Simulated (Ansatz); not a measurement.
# What SrLiBr3 (built on the sites of a database entry of BaLiF3) distorts into, part 2 of 2

Aim: this structure of SrLiBr3 (built on the sites of a database entry of BaLiF3) is to be tested for unstable modes, and one is followed downhill.

Ansatz 0.2.0; DFT LDA, scalar-relativistic, plane waves, norm-conserving pseudopotentials.

So far, highest frequency on the path or at a solved wavevector (cm⁻¹): step 2 (phonons on a q mesh) 380. Also lowest frequency on the path (cm⁻¹): step 2 -84.9.

The structure was built from a prototype and need not be the compound's stable phase.

**6. Relaxing from the distorted cell**

Starting from the lowest point found, all atoms and the cell are let go, so that strain and other modes of the same symmetry can join in.

Input file input.yaml:

```yaml
crystal:
  lattice:
    - [4.9372379283, 4.9372379283, 0.0]
    - [4.9372379283, 0.0, 4.9372379283]
    - [4.9372379283, 0.0, -4.9372379283]
  atoms:
    - { symbol: Sr, position: [0.0, 0.0, 0.0] }
    - { symbol: Sr, position: [0.0, 0.5, 0.5] }
    - { symbol: Li, position: [0.5, 0.25, 0.75] }
    - { symbol: Li, position: [0.5, 0.75, 0.25] }
    - { symbol: Br, position: [0.5, -0.0607627188, 0.5607627188] }
    - { symbol: Br, position: [0.5, 0.5607627188, -0.0607627188] }
    - { symbol: Br, position: [0.5, 0.0607627188, 0.0607627188] }
    - { symbol: Br, position: [0.5, 0.4392372812, 0.4392372812] }
    - { symbol: Br, position: [0.0, 0.5, 0.0] }
    - { symbol: Br, position: [0.0, 0.0, 0.5] }
kpoints:
  mp_grid: { grid: [4, 4, 4] }
hamiltonian:
  xc: lda
  pseudopotentials: { kind: nc }
scf:
  occupations: { method: fixed }
output:
  forces: true
  stress: true
  eigenvalues: true
  write_density: true
  write_potential: true
  elf: true
  volumetric_format: npy
relax:
  adjacent_minimum: "off"
  f_tol: 0.002
  max_steps: 120
  cell: { stress_tol: 0.03 }
```

Launch:

```sh
ansatz run input.yaml --threads 8 --pin off --max-ram 14336MiB --backend cpu --events-out ev --progress --plain --runs-dir out
```

Numbers of over 12 decimals in the logs are rounded to 6 here.

What it wrote:

```text
[...]
Crystal: 10 atoms, lattice volume = 240.703 Å³
Basis set: ecut = 1006.821291 eV, 17477 PW (Γ)
Bands: 44, of which v1, the nominal top of the filled ones, is band 34 counted from 1 (33 counted from 0)
Symmetry: 16 space group operations
[...]
k-points: 13 of 64
[...]
SCF iter   1: F=—  HF=-4850.024515 eV  |F-HF|=—  |Δ(HF+E_count)|=         —  Δρ=3.47e-2  dr2=5.42e0  ethr=3.10e-3  ⟨swp⟩=8.3  Hψ=2843  notcnv=0  defer=88
[...]
SCF iter   8: F=-4847.584219 eV  HF=-4847.584219 eV  |F-HF|=2.01e-9  |Δ(HF+E_count)|=   4.24e-9  Δρ=1.46e-6  dr2=7.37e-9  ethr=1.47e-10  ⟨swp⟩=25.0  Hψ=6749  notcnv=0
SCF 1 converged in 8 iterations: F = -4847.584219 eV  dr2 = 7.37e-9
relax step   1: F+E_penalty+E_count = -4847.58421865 eV  Δ(F+E_penalty+E_count) = +0.000e0 eV  max|allowed force component| = 2.479e-1 eV/Å  Δτ_max = 0.0000 Å  P = +0.542 GPa  Ω = 240.703 Å³  (8 SCF iters, dr2 threshold 1.00e-7 eV, accepted)
Crystal: 10 atoms, lattice volume = 246.133 Å³
Basis set: ecut = 1006.821291 eV, 17879 PW (Γ)
[...]
iter 1 solved again at ethr=2.38e-5 eV; its pass at ethr=3.10e-3 eV (dr2=1.62e-2 eV) is discarded
[...]
SCF iter   5: F=-4847.631692 eV  HF=-4847.631692 eV  |F-HF|=4.69e-8  |Δ(HF+E_count)|=   6.94e-8  Δρ=1.20e-5  dr2=3.41e-7  ethr=1.47e-9  ⟨swp⟩=23.2  Hψ=6764  notcnv=0
SCF 2 converged in 5 iterations: F = -4847.631692 eV  dr2 = 3.41e-7
relax step   2: F+E_penalty+E_count = -4847.63169244 eV  Δ(F+E_penalty+E_count) = -4.747e-2 eV  max|allowed force component| = 2.294e-1 eV/Å  Δτ_max = 0.1721 Å  P = +0.226 GPa  Ω = 246.133 Å³  energy of the carried Pulay correction = -1.669e-4 eV  (5 SCF iters, dr2 threshold 1.00e-6 eV, accepted)
Crystal: 10 atoms, lattice volume = 245.305 Å³
Basis set: ecut = 1006.821291 eV, 17773 PW (Γ)
[...]
SCF iter   4: F=-4847.657184 eV  HF=-4847.657184 eV  |F-HF|=1.41e-8  |Δ(HF+E_count)|=   7.34e-8  Δρ=1.67e-5  dr2=7.17e-7  ethr=1.47e-9  ⟨swp⟩=24.6  Hψ=7230  notcnv=0
SCF 3 converged in 4 iterations: F = -4847.657184 eV  dr2 = 7.17e-7
relax step   3: F+E_penalty+E_count = -4847.65718393 eV  Δ(F+E_penalty+E_count) = -2.549e-2 eV  max|allowed force component| = 3.169e-2 eV/Å  Δτ_max = 0.0741 Å  P = +0.056 GPa  Ω = 245.305 Å³  energy of the carried Pulay correction = -1.416e-4 eV  (4 SCF iters, dr2 threshold 1.00e-6 eV, accepted)
[...]
relax step   4: F+E_penalty+E_count = -4847.65834819 eV  Δ(F+E_penalty+E_count) = -1.164e-3 eV  max|allowed force component| = 1.415e-3 eV/Å  Δτ_max = 0.0109 Å  P = +0.021 GPa  Ω = 245.718 Å³  energy of the carried Pulay correction = -1.542e-4 eV  (4 SCF iters, dr2 threshold 8.66e-8 eV, accepted)
[...]
relax step   5: F+E_penalty+E_count = -4847.65844528 eV  Δ(F+E_penalty+E_count) = -9.708e-5 eV  max|allowed force component| = 3.292e-3 eV/Å  Δτ_max = 0.0020 Å  P = +0.001 GPa  Ω = 245.830 Å³  energy of the carried Pulay correction = -1.576e-4 eV  (4 SCF iters, dr2 threshold 2.24e-8 eV, accepted)
[...]
relax step   6: F+E_penalty+E_count = -4847.65849275 eV  Δ(F+E_penalty+E_count) = -4.747e-5 eV  max|allowed force component| = 5.707e-4 eV/Å  Δτ_max = 0.0007 Å  P = +0.004 GPa  Ω = 245.721 Å³  energy of the carried Pulay correction = -1.543e-4 eV  (4 SCF iters, dr2 threshold 4.16e-9 eV, accepted)
[...]
SCF iter   1: F=—  HF=-4847.658833 eV  |F-HF|=—  |Δ(HF+E_count)|=         —  Δρ=2.51e-5  dr2=6.61e-8  ethr=6.64e-7  ⟨swp⟩=4.4  Hψ=4429  notcnv=0  defer=104
eigensolver tolerance schedule: the retry pair's looser diagonalisation over-reported the residual by 6834.30 of it (diagonalisation noise at an unbounded share of the residual, at the tolerance the schedule requests for it); recorded, not acted on — ethr = c·dr2/N_el stays at c = 1.0e-1
[...]
SCF iter   2: F=—  HF=-4847.658701 eV  |F-HF|=—  |Δ(HF+E_count)|=   1.32e-4  Δρ=1.22e-5  dr2=1.50e-8  ethr=9.72e-11  ⟨swp⟩=4.4  Hψ=1652  notcnv=0  defer=102
[...]
SCF iter   5: F=-4847.658701 eV  HF=-4847.658701 eV  |F-HF|=9.09e-13  |Δ(HF+E_count)|=  1.09e-11  Δρ=5.59e-8  dr2=4.53e-12  ethr=1.00e-12  ⟨swp⟩=22.2  Hψ=5325  notcnv=0
SCF 7 converged in 5 iterations: F = -4847.658701 eV  dr2 = 4.53e-12
relax step   7: F+E_penalty+E_count = -4847.65870061 eV  Δ(F+E_penalty+E_count) = -2.079e-4 eV  max|allowed force component| = 5.670e-4 eV/Å  Δτ_max = 0.0000 Å  P = +0.005 GPa  Ω = 245.721 Å³  stress off target by 1.48e-2 GPa  SCF on the basis re-selected at this cell (its energy is not comparable with the rows above)  (5 SCF iters)
basis re-selected at this cell: Δ(F+E_penalty+E_count) = -2.079e-4 eV, ΔP = +0.002 GPa vs the last step (what re-selecting the basis moved, of the pressure what is left beyond the Pulay correction that the steps carried, after the strain that the cell walked since its last selection, with what the two solves' SCF thresholds leave and, on support functions, any second-order correction that the steps lacked; it is no m [...]
SCF converged after 5 iterations
Free energy (F): -4847.658701 eV
[...]
Internal energy: -4847.658701 eV  (E = F + TS)
E sigma→0 (E₀):  -4847.658701 eV
Fermi energy:    4.398107 eV
[...]
--- Forces (eV/Å), atoms counted from 1 ---
  atom   1  Sr     0.00000000     0.00000000    -0.00000000
  atom   2  Sr     0.00000000    -0.00000000     0.00000000
  atom   3  Li    -0.00000000     0.00000000     0.00000000
  atom   4  Li    -0.00000000     0.00000000     0.00000000
  atom   5  Br     0.00000000     0.00000000     0.00056695
  atom   6  Br     0.00000000    -0.00000000    -0.00056695
  atom   7  Br    -0.00056695    -0.00000000    -0.00000000
  atom   8  Br     0.00056695     0.00000000     0.00000000
  atom   9  Br     0.00000000     0.00000000    -0.00000000
  atom  10  Br    -0.00000000    -0.00000000     0.00000000
  max |Σ_I F_I| component: 8.67e-19 eV/Å
--- Stress (GPa, compression-positive) ---
        0.000841      -0.000000       0.000000
       -0.000000       0.014801       0.000000
        0.000000       0.000000       0.000841
  P = ⅓ Tr σ = 0.0055 GPa (0.055 kbar)
--- Band table (eV; the first three rows and the last of 13) ---
  k-point 0: bands = [... 30 lower, 4.0443, 4.2418, 4.3981, 4.3981, 7.6185, 8.2323, 9.2855, 9.3880, ... 6 higher]
  k-point 1: bands = [... 30 lower, 4.0006, 4.0949, 4.1063, 4.3086, 8.3020, 8.4711, 9.3884, 9.4272, ... 6 higher]
  k-point 2: bands = [... 30 lower, 4.0060, 4.0060, 4.1050, 4.1050, 8.9859, 8.9859, 9.4489, 9.4489, ... 6 higher]
  k-point 12: bands = [... 30 lower, 3.7849, 4.0312, 4.2932, 4.2932, 8.8582, 8.9521, 9.3355, 9.4232, ... 6 higher]
--- Relaxed structure (6 steps of the walk, 6 accepted, 1 SCFs on fresh bases) ---
  F+E_penalty+E_count = -4847.65870061 eV   max|allowed force component| = 5.670e-4 eV/Å   (the final SCF, on the basis selected at the relaxed cell)
  cell:  # Å, volume = 245.7212 Å³
    - [4.939715, 5.035108, 0.0]
    - [4.939715, 0.0, 4.939715]
    - [4.939715, 0.0, -4.939715]
  atoms:
    - { symbol: Sr, position: [0, -2.4594853454872465e-19, -5.973035839040452e-19] }
    - { symbol: Sr, position: [0, 0.5, 0.5] }
    - { symbol: Li, position: [0.500000, 0.250000, 0.750000] }
    - { symbol: Li, position: [0.500000, 0.750000, 0.250000] }
    - { symbol: Br, position: [0.500000, -0.071926, 0.571926] }
    - { symbol: Br, position: [0.500000, 0.571926, -0.071926] }
    - { symbol: Br, position: [0.500000, 0.071926, 0.071926] }
    - { symbol: Br, position: [0.500000, 0.428074, 0.428074] }
    - { symbol: Br, position: [0, 0.5, 0.0] }
    - { symbol: Br, position: [0, 0.0, 0.5] }
```

Elapsed: 24 s, on 8 threads of Intel Xeon Platinum 8488C (Sapphire Rapids), shared host; peak memory 2.1 GiB; 3 min of CPU time.

Relaxation path:

```
step  energy less that of the first step (eV)  largest force component (eV/Å)  pressure (GPa)  volume (Å³)
   1                                   0.0000                          0.2479            0.54       240.70
   2                                  -0.0475                          0.2294            0.23       246.13
   3                                  -0.0730                          0.0317            0.06       245.30
   4                                  -0.0741                          0.0014            0.02       245.72
   5                                  -0.0742                          0.0033            0.00       245.83
   6                                  -0.0743                          0.0006            0.00       245.72
  7*                                  -0.0745                          0.0006            0.01       245.72
```

Relaxation steps marked * repeat the geometry before them on a plane-wave basis chosen anew for their cell, so energy and pressure can jump there.

Forces are held to the 16 operations that the run works with; a distortion that breaks them can't arise in this run.

| conventional cell, symmetrised | before | after | change |
| --- | --- | --- | --- |
| a (Å) | 6.982 | 6.986 | +0.1 % |
| b (Å) | 6.982 | 6.986 | +0.1 % |
| c (Å) | 9.874 | 10.070 | +2.0 % |
| volume (Å³/atom) | 24.07 | 24.57 | +2.1 % |

The atoms that moved most (Å, as changes of fractional coordinates times the final cell):

| atom | dx | dy | dz | length |
| --- | --- | --- | --- | --- |
| Br6 | 0.000 | 0.000 | 0.110 | 0.110 |
| Br5 | 0.000 | 0.000 | -0.110 | 0.110 |
| Br7 | 0.110 | 0.000 | 0.000 | 0.110 |
| Br8 | -0.110 | 0.000 | 0.000 | 0.110 |

Final coordinates:

```cif
data_structure
_symmetry_space_group_name_H-M 'P 1'
_symmetry_Int_Tables_number 1
_cell_length_a 7.0536
_cell_length_b 6.9858
_cell_length_c 6.9858
_cell_angle_alpha 90.000
_cell_angle_beta 60.317
_cell_angle_gamma 60.317
_cell_volume 245.72
loop_
_atom_site_label
_atom_site_type_symbol
_atom_site_fract_x
_atom_site_fract_y
_atom_site_fract_z
_atom_site_occupancy
Sr1 Sr 0.00000 0.00000 0.00000 1
Sr2 Sr 0.00000 0.50000 0.50000 1
Li3 Li 0.50000 0.25000 0.75000 1
Li4 Li 0.50000 0.75000 0.25000 1
Br5 Br 0.50000 0.92807 0.57193 1
Br6 Br 0.50000 0.57193 0.92807 1
Br7 Br 0.50000 0.07193 0.07193 1
Br8 Br 0.50000 0.42807 0.42807 1
Br9 Br 0.00000 0.50000 0.00000 1
Br10 Br 0.00000 0.00000 0.50000 1
```

This step gave:

```
pressure          : 0.005495 GPa
gap on the k-mesh : 3.220 eV
volume per atom   : 24.57 Å³
```

ELF in the ac plane of the conventional cell at fractional y = 0.000, with atoms of Sr and Li and Br within 0.2 Å of it. It is the smooth field of the valence electrons, not physical close to the nuclei.

Ten even steps from '_' (0.04) to '@' (0.97), each cell a mean:
```
%%==__..==****++::__..==****++--__..##
..______::==++==..____--++++--..______
++==::____......________..::..__..--++
%%%%**--______..++**++--______..++##%%
**%%%%**::__..**%%##%%%%==__..++%%%%##
__++%%%%--__--%%**..==%%**__..**%%##::
::**%%##--__--%%%%==++%%++__..**%%%%==
%%%%%%++..____++%%%%%%**::____--##%%%%
%%##==..________::----..________--**%%
::::..__..::--::______..----..____..::
--____..--++**++::__..==++++==::____::
@@++__..==******--__..==****++--__::@@
%%==__..==****++--__..==****++::__..##
..______::==++==..____--++++--..______
++==::____......________......__..--++
%%%%**--______::++**++--______..++##%%
**%%%%**::__..**%%##%%%%==____++%%%%##
__++%%%%--__--%%**..==%%**__..**%%##::
::**%%##--__--%%%%==++%%++__..**%%%%==
%%%%%%++..____++%%%%%%**::____--##%%%%
%%##==..________::----..________--**%%
::::..__..::--::______..::--..____..::
--____..--++**++::__..==**++==::____::
@@++__::==******--__..==****++--__::@@
```
Columns run along a (7.0 Å), rows up along c (10.1 Å), edges of the conventional cell, whose origin can differ from the input's. Atoms in or near the plane, at fractional coordinates: Sr at (0.50, 0.75), Sr at (0.50, 0.25), Li at (0.00, 0.00), Li at (0.00, 0.50), Br at (0.00, 0.75), Br at (0.00, 0.25).

Valence density in the ac plane of the conventional cell at fractional y = 0.000, with atoms of Sr and Li and Br within 0.2 Å of it. It is the smooth field of the valence electrons, not physical close to the nuclei.

Values in units of 1e0 e/Å³, 13 rows by 16 columns, each cell a mean:
```
2.4 0.2 0.1 0.1 0.2 0.2 0.2 0.1 0.1 0.1 0.2 0.2 0.1 0.1 0.1 1.2
0.3 0.2 0.1 0.1 0.1 0.1 0.1 0.2 0.3 0.2 0.1 0.1 0.1 0.1 0.2 0.3
0.9 0.9 0.4 0.1 0.1 0.2 1.0 1.9 1.8 1.5 0.4 0.1 0.1 0.3 0.8 0.9
0.6 1.0 0.5 0.1 0.1 0.2 1.4 2.0 1.5 2.0 0.5 0.1 0.1 0.3 0.9 0.8
0.6 0.4 0.2 0.1 0.1 0.1 0.2 0.6 0.7 0.3 0.1 0.1 0.1 0.1 0.3 0.5
0.6 0.1 0.1 0.1 0.1 0.2 0.1 0.1 0.1 0.1 0.2 0.1 0.1 0.1 0.1 0.3
6.8 0.5 0.1 0.1 0.2 0.2 0.2 0.1 0.1 0.2 0.2 0.2 0.2 0.1 0.1 3.4
0.2 0.1 0.1 0.1 0.1 0.1 0.1 0.1 0.1 0.1 0.1 0.1 0.1 0.1 0.1 0.2
0.8 0.6 0.2 0.1 0.1 0.1 0.4 1.0 1.2 0.6 0.2 0.1 0.1 0.2 0.4 0.7
0.4 1.1 0.6 0.2 0.1 0.3 1.6 1.9 1.2 2.2 0.6 0.1 0.1 0.3 1.0 0.7
0.9 0.8 0.3 0.1 0.1 0.1 0.7 1.6 1.7 1.1 0.3 0.1 0.1 0.2 0.6 0.9
0.2 0.1 0.1 0.1 0.1 0.1 0.1 0.1 0.1 0.1 0.1 0.1 0.1 0.1 0.1 0.2
5.0 0.4 0.1 0.1 0.2 0.2 0.2 0.1 0.1 0.1 0.2 0.2 0.1 0.1 0.1 2.5
```
Columns run along a (7.0 Å), rows up along c (10.1 Å), edges of the conventional cell, whose origin can differ from the input's. Atoms in or near the plane, at fractional coordinates: Sr at (0.50, 0.75), Sr at (0.50, 0.25), Li at (0.00, 0.00), Li at (0.00, 0.50), Br at (0.00, 0.75), Br at (0.00, 0.25).

Electrostatic potential energy in the ac plane of the conventional cell at fractional y = 0.000, with atoms of Sr and Li and Br within 0.2 Å of it. With pseudopotentials it is smooth inside the atoms' cores, unlike the true potential.

Ten even steps from '_' (-106 eV) to '@' (10 eV), each cell a mean:
```
##%%@@@@@@@@@@@@@@@@@@@@@@@@@@@@@@@@##
@@@@@@@@@@@@@@@@@@@@@@@@@@@@@@@@@@@@@@
@@@@@@@@@@@@@@@@@@@@@@@@@@@@@@@@@@@@@@
%%@@@@@@@@@@@@@@%%%%%%@@@@@@@@@@@@@@@@
==**@@@@@@@@@@%%++::--##%%@@@@@@@@##++
__--%%@@@@@@@@##..____==%%@@@@@@@@++__
__==%%@@@@@@@@##::____++%%@@@@@@@@**..
**%%@@@@@@@@@@%%##++**%%@@@@@@@@@@%%##
@@@@@@@@@@@@@@@@@@%%@@@@@@@@@@@@@@@@@@
@@@@@@@@@@@@@@@@@@@@@@@@@@@@@@@@@@@@@@
%%@@@@@@@@@@@@@@@@@@@@@@@@@@@@@@@@@@%%
**%%@@@@@@@@@@@@@@@@@@@@@@@@@@@@@@@@##
##%%@@@@@@@@@@@@@@@@@@@@@@@@@@@@@@@@##
@@@@@@@@@@@@@@@@@@@@@@@@@@@@@@@@@@@@@@
@@@@@@@@@@@@@@@@@@@@@@@@@@@@@@@@@@@@@@
%%@@@@@@@@@@@@@@%%%%%%@@@@@@@@@@@@@@@@
==**@@@@@@@@@@%%++::--##%%@@@@@@@@##++
__--%%@@@@@@@@##..____==%%@@@@@@@@++__
__==%%@@@@@@@@##::____++%%@@@@@@@@**..
**%%@@@@@@@@@@%%##++**%%@@@@@@@@@@%%##
@@@@@@@@@@@@@@@@@@%%@@@@@@@@@@@@@@@@@@
@@@@@@@@@@@@@@@@@@@@@@@@@@@@@@@@@@@@@@
%%@@@@@@@@@@@@@@@@@@@@@@@@@@@@@@@@@@%%
**%%@@@@@@@@@@@@@@@@@@@@@@@@@@@@@@@@##
```
Columns run along a (7.0 Å; values clipped at the 3rd and 97th percentile), rows up along c (10.1 Å), edges of the conventional cell, whose origin can differ from the input's. Atoms in or near the plane, at fractional coordinates: Sr at (0.50, 0.75), Sr at (0.50, 0.25), Li at (0.00, 0.00), Li at (0.00, 0.50), Br at (0.00, 0.75), Br at (0.00, 0.25).

The distorted start has space group I4/mcm; the relaxation ends in I4/mcm.

**7. Outcome**

```json
{
 "unstable mode of the parent": "q = (-0.5, -0.5, -0.5), 85i cm⁻¹",
 "depth at the lowest point sampled": "83.6 meV/atom",
 "largest atomic shift at that point": "0.6 Å",
 "space group reached (within 0.01 Å)": "I4/mcm",
 "energy gained over the parent (first relaxation, on the mesh of the frozen mode)": "91.0 meV/atom",
 "volume per atom, phase reached": "24.6 Å³",
 "gap on the k-mesh, phase reached": "3.22 eV"
}
```

**Reading.** Along this mode the structure falls into I4/mcm, 91.0 meV/atom below the parent. At the parent's cell the well is 83.60 meV/atom deep on the steps tried, with its lowest point at a shift of 0.6 Å. That is the last step tried, so the steps alone don't bracket the bottom of the well. Relaxing atoms and cell changes the gain by +7.45 meV/atom against the lowest step (energies at zero smearing). The modes of the phase reached were not computed on this path. Of the 4 patterns followed to their end from this parent, this one ends 28.9 meV/atom above the lowest, Imma. Each path keeps the symmetry of its pattern, so a lower phase may lie along a pattern not tried. The starting cell was built on a prototype and not taken from a measurement, so the phase need not exist.

[Logs are printed without paths, hosts, clocks, repeated set-up lines and the standing remarks that a program may print on its own settings, such as how far it seeks lower states.]

[Hosts, paths, dates, database ids (printed as entryN), source tags and the programs' standing remarks are cut or masked in the printed files.]
